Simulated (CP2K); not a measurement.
Consider carbon disulfide at its PBE geometry (Å).

```xyz
3

S     0.0000    0.0000   -1.5614
C     0.0000    0.0000    0.0000
S     0.0000    0.0000    1.5614
```

Method: CP2K XAS_TDP, all-electron GAPW, PBEh(45%), aug-cc-pVTZ, TDA, no relativity.

**Question.** Predict the bright core excitations at the C K edge.

Leading lines: C2 282.08 eV. The leading line of an atom is its first one with 35 % of the strongest within 2.5 eV of its lowest line over the strength cut. 

The first six lines of each atom with a strength over 0.0015:

| atom | energy (eV) | states | strength, one atom |
| --- | --- | --- | --- |
| C2 (bonded to 2 S) | 282.08 | 2 | 0.1368 |
|  | 288.88 | 1 | 0.0220 |
|  | 289.46 | 1 | 0.0154 |
|  | 291.22 | 2 | 0.0102 |
|  | 292.09 | 1 | 0.0138 |
|  | 295.96 | 2 | 0.0452 |

Lines are vertical, at one geometry, with no vibrational structure. Without a correction of the core level, line positions, and the gaps between valence and Rydberg lines, follow the share of exact exchange. At this level such K lines come out 3 to 6 eV under measured ones. These values hold no scalar relativity, about 0.1 eV for C 1s. Rydberg lines, and the discretised continuum above threshold, depend on the basis and the box.

[Banner, clock and machine lines of the logs are left out without a mark of their own.]

[Logs are printed without paths, hosts, clocks, repeated set-up lines and the standing remarks that a program may print on its own settings, such as how far it seeks lower states.]

[Hosts, paths, dates, database ids (printed as entryN), source tags and the programs' standing remarks are cut or masked in the printed files.]
